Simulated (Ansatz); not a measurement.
# In2O2 monolayer in a perpendicular field, part 4 of 4

Aim: how the In2O2 monolayer screens a field along its normal, and what the field does to its bands. A positive field points along +c.

Ansatz 0.2.0; plane-wave DFT, PBE-D3(BJ), Ansatz PAW (the session's first sound run).

So far. Step 20 (Same geometry, cutoff 420 eV, functional HSE06 (run 2)): The dipole is -0.0300 e·Å. Step 22 (Response at this level): The induced dipole is that of a conductor 5.32 Å thick.

### 23. Varying the input

This step: plane-wave DFT, PBE-D3(BJ), Ansatz PAW (Ansatz 0.2.0).

A run with a changed input: it repeats the earlier run at 0.05 V/Å with scf.occupations.width from 0.05 removed and scf.occupations.method from fermi_dirac to tetrahedron.

input.yaml reads:

```yaml
crystal:
  lattice:
    - [3.4290091789, 0.0, 0.0]
    - [-1.7145045894, 2.9696090587, 0.0]
    - [0.0, 0.0, 22.4352856066]
  atoms:
    - { symbol: O, position: [0.3333333333, 0.6666666667, 0.4011537966] }
    - { symbol: In, position: [0.0, 0.0, 0.4367395149] }
    - { symbol: In, position: [0.0, 0.0, 0.5632604851] }
    - { symbol: O, position: [0.3333333333, 0.6666666667, 0.5988462034] }
kpoints:
  mp_grid: { grid: [18, 18, 1] }
  band_path:
    path: [[0, 0, 0], [0.5, 0, 0], [0.33333333, 0.33333333, 0], [0, 0, 0]]
    npoints: 16
hamiltonian:
  xc: pbe
  dispersion: d3bj
scf:
  occupations: { method: tetrahedron }
  convergence: { dr2_threshold: 1.0e-10 }
efield:
  axis: 3
  dipole_correction: true
  ramp_position: 0.97
  ramp_width: 0.06
  amplitude: 0.05
output:
  write_potential: true
  write_density: true
  volumetric_format: npy
```

The run is started by

```sh
$ ansatz run input.yaml --threads 2 --pin off --max-ram 3072MiB --backend cpu --events-out ev --progress --plain --runs-dir out
```

Numbers of over 12 decimals in the logs are rounded to 6 here.

What it wrote:

```text
[...]
Crystal: 4 atoms, lattice volume = 228.454 Å³
Basis set: ecut = 420 eV, 4431 PW (Γ)
Bands: 23, of which v1, the nominal top of the filled ones, is band 19 counted from 1 (18 counted from 0)
Symmetry: 6 space group operations
k-points: 37 of 324 (time reversal used)
[...]
SCF iter   1: F=—  HF=-12334.620582 eV  |F-HF|=—  |Δ(HF+E_count)|=         —  Δρ=7.62e-2  dr2=1.63e1  ethr=3.10e-3  p=0.018 e·Å  D=1.42e-2 V/Å  ΔV_dip=-0.32 eV  dr2_dipole=7.45e-5  V_vac-E_F(+/−)=7.58/6.88 eV  ⟨swp⟩=8.0  Hψ=4315  notcnv=0
[...]
SCF iter  13: F=-12330.517370 eV  HF=-12330.517370 eV  |F-HF|=4.00e-11  |Δ(HF+E_count)|=  2.71e-10  Δρ=2.01e-7  dr2=4.63e-11  ethr=1.00e-12  p=0.016 e·Å  D=1.23e-2 V/Å  ΔV_dip=-0.28 eV  dr2_dipole=1.08e-13  V_vac-E_F(+/−)=6.85/6.11 eV  ⟨swp⟩=1.5  Hψ=2770  notcnv=0
SCF 1 converged in 13 iterations: F = -12330.517370 eV  dr2 = 4.63e-11
[...]
SCF converged after 13 iterations
[...]
Free energy (F): -12330.517370 eV
[...]
Internal energy: -12330.517370 eV  (E = F + TS)
E sigma→0 (E₀):  -12330.517370 eV
Fermi energy:    -2.199395 eV
Dipole field:    D = 0.012307 V/Å  (p = 0.015537 e·Å, saw-weighted, corrected)
Work function:   not extracted (applied field tilts the vacuum); planar V_es + V_field profile in the machine report
[...]
--- Band table (eV; the first three rows and the last of 37) ---
  k-point 0: bands = [... 15 lower, -3.9002, -3.8634, -3.8634, -2.9324, -1.7615, 1.1486, 3.8093, 4.1085]
  k-point 1: bands = [... 15 lower, -3.9867, -3.9278, -3.8891, -2.8767, -1.6004, 1.2512, 3.8534, 4.1574]
  k-point 2: bands = [... 15 lower, -4.2310, -4.0071, -3.9627, -2.7660, -1.2090, 1.5316, 3.9829, 4.3045]
  k-point 36: bands = [... 15 lower, -5.8907, -4.3231, -4.0476, -2.1994, 1.1194, 2.2738, 2.9211, 4.3405]
```

Run time: 3.5 min. Hardware: 2 threads of Arm Neoverse N1, shared host; peak memory 0.5 GiB.

This step gave:

```
gap on the k-mesh                  : 0.4378 eV
dipole along the normal            : 0.01554 e·Å
gap along the path                 : 0.4378 eV
smallest direct gap along the path : 1.171 eV
gap, the smaller of path and mesh  : 0.4378 eV
```

The electronic bands at the labelled points (eV, zero at the Fermi level):

```csv
point,band 16,band 17,band 18,band 19,band 20,band 21,band 22,band 23
Γ,-1.70,-1.66,-1.66,-0.73,0.44,3.35,6.01,6.31
halfway,-2.21,-2.16,-2.08,-0.32,2.30,4.42,5.82,6.77
M,-2.61,-2.50,-2.00,-0.25,2.32,4.28,5.42,7.01
halfway,-3.11,-2.31,-1.90,-0.14,2.79,4.72,5.90,5.95
K,-3.69,-2.12,-1.85,0.00,3.32,4.47,5.12,6.54
halfway,-2.48,-2.44,-2.10,-0.26,2.76,4.73,5.61,7.05
Γ,-1.70,-1.66,-1.66,-0.73,0.44,3.35,6.01,6.31
```

| quantity | this run | earlier run | difference |
| --- | --- | --- | --- |
| dipole along the normal (e·Å) | 0.01554 | 0.01554 | -1.5e-6 |
| gap along the path (eV) | 0.4378 | 0.4382 | -3.6e-4 |
| smallest direct gap along the path (eV) | 1.171 | 1.171 | -2.1e-5 |

Nothing in the table moves by 0.01 in its unit (for the dipole 0.5 % and 5e-5 e·Å). The run took 13 SCF cycles against 12.

The path shows an indirect gap of 0.44 eV (valence top at K, conduction bottom at Γ). The least direct gap is 1.17 eV.

### 24. Varying the input: accuracy = "high" and basis.xc_grid = 3

Another changed input: it repeats the earlier run at 0.05 V/Å with accuracy to high and basis.xc_grid to 3.

Changes to input.yaml since step 23:

```diff
@@ -19,3 +19,3 @@
 scf:
-  occupations: { method: tetrahedron }
+  occupations: { method: fermi_dirac, width: 0.05 }
   convergence: { dr2_threshold: 1.0e-10 }
@@ -31 +31,4 @@
   volumetric_format: npy
+accuracy: high
+basis:
+  xc_grid: 3
```

What it wrote:

```text
[...]
Crystal: 4 atoms, lattice volume = 228.454 Å³
Basis set: ecut = 420 eV, 4431 PW (Γ), exchange–correlation on 81×81×540 points (27 copies of the dense FFT grid, shifted against one another)
Bands: 23, of which v1, the nominal top of the filled ones, is band 19 counted from 1 (18 counted from 0)
Symmetry: 6 space group operations
k-points: 37 of 324 (time reversal used)
[...]
SCF iter   1: F=—  HF=-12334.621628 eV  |F-HF|=—  |Δ(HF+E_count)|=         —  Δρ=7.62e-2  dr2=1.63e1  ethr=3.10e-3  p=0.018 e·Å  D=1.42e-2 V/Å  ΔV_dip=-0.32 eV  dr2_dipole=7.41e-5  V_vac-E_F(+/−)=7.53/6.83 eV  ⟨swp⟩=7.6  Hψ=4263  notcnv=0
[...]
SCF iter  12: F=-12330.517444 eV  HF=-12330.517444 eV  |F-HF|=4.60e-10  |Δ(HF+E_count)|=   3.48e-8  Δρ=9.42e-8  dr2=1.07e-11  ethr=1.00e-12  p=0.016 e·Å  D=1.23e-2 V/Å  ΔV_dip=-0.28 eV  dr2_dipole=6.39e-13  V_vac-E_F(+/−)=6.56/5.82 eV  ⟨swp⟩=3.5  Hψ=3357  notcnv=0
SCF 1 converged in 12 iterations: F = -12330.517444 eV  dr2 = 1.07e-11
[...]
SCF converged after 12 iterations
Free energy (F): -12330.517444 eV
[...]
Internal energy: -12330.517205 eV  (E = F + TS)
E sigma→0 (E₀):  -12330.517324 eV
Entropy (-TS):   -0.000239 eV (-0.060 meV/atom)
Fermi energy:    -1.911299 eV
Dipole field:    D = 0.012308 V/Å  (p = 0.015539 e·Å, saw-weighted, corrected)
Work function:   not extracted (applied field tilts the vacuum); planar V_es + V_field profile in the machine report
[...]
--- Band table (eV; the first three rows and the last of 37) ---
  k-point 0: bands = [... 15 lower, -3.9005, -3.8636, -3.8636, -2.9327, -1.7618, 1.1482, 3.8085, 4.1120]
  k-point 1: bands = [... 15 lower, -3.9869, -3.9280, -3.8893, -2.8769, -1.6007, 1.2508, 3.8525, 4.1610]
  k-point 2: bands = [... 15 lower, -4.2312, -4.0073, -3.9630, -2.7663, -1.2093, 1.5312, 3.9816, 4.3085]
  k-point 36: bands = [... 15 lower, -5.8910, -4.3234, -4.0479, -2.2000, 1.1189, 2.2732, 2.9207, 4.3401]
```

Elapsed: 10 min, on 2 threads; peak memory 0.63 GiB; 68 s of CPU time.

Numbers from this step:

* energy at zero smearing: -12330.5173 eV
* gap along the path: 0.4382 eV
* gap, the smaller of path and mesh: 0.4382 eV

Electronic bands along the path, in eV, zero at the Fermi level of the run, which the smearing sets inside the gap:

```
  point  band 16  band 17  band 18  band 19  band 20  band 21  band 22  band 23
      Γ    -1.99    -1.95    -1.95    -1.02     0.15     3.06     5.72     6.02
halfway    -2.50    -2.44    -2.37    -0.61     2.01     4.13     5.53     6.48
      M    -2.90    -2.79    -2.29    -0.53     2.03     3.99     5.14     6.72
halfway    -3.40    -2.60    -2.19    -0.42     2.50     4.43     5.61     5.66
      K    -3.98    -2.41    -2.14    -0.29     3.03     4.18     4.83     6.25
halfway    -2.77    -2.73    -2.39    -0.55     2.47     4.44     5.33     6.76
      Γ    -1.99    -1.95    -1.95    -1.02     0.15     3.06     5.72     6.02
```

```csv
quantity,this run,earlier run,difference
dipole along the normal (e·Å),0.01554,0.01554,-1.1e-7
gap along the path (eV),0.4382,0.4382,-2.6e-5
smallest direct gap along the path (eV),1.171,1.171,-1.3e-5
```

Nothing in the table moves by 0.01 in its unit (for the dipole 0.5 % and 5e-5 e·Å).

### 25. What came out

```
gap without field                          : 0.438 eV
ionisation energy, upper face              : 6.50 eV
electron affinity, upper face              : 6.06 eV
equivalent conductor thickness, atoms held : 5.52 Å
equivalent conductor thickness, LDA        : 5.53 Å
equivalent conductor thickness, PBE        : 5.53 Å
equivalent conductor thickness, r2SCAN     : 5.42 Å
equivalent conductor thickness, HSE06      : 5.32 Å
```

**Reading.** The induced dipole equals that of a perfect conductor 5.52 Å thick, while the outer atoms lie 4.44 Å apart; an out-of-plane ε follows only once a thickness t is chosen, by 1 − 1/ε = 5.52 Å / t. The gap stays within 0.01 eV of 0.44 eV over the fields run, up to 0.3 V/Å in size. Across the functionals the thickness runs from 5.32 to 5.53 Å; those runs use a coarser k-mesh, so they are to be compared with each other. Semilocal functionals give gaps that are too small, and excitons are not included. Spin-orbit coupling is left out, which matters for the bands of elements this heavy.

[Logs are printed without paths, hosts, clocks, repeated set-up lines and the standing remarks that a program may print on its own settings, such as how far it seeks lower states.]

[Hosts, paths, dates, database ids (printed as entryN), source tags and the programs' standing remarks are cut or masked in the printed files.]

[Maps of the electrostatic potential energy from Ansatz leave out the sawtooth potential of an applied field or a dipole correction, so their vacuum need not be flat; planar profiles and work functions include it.]
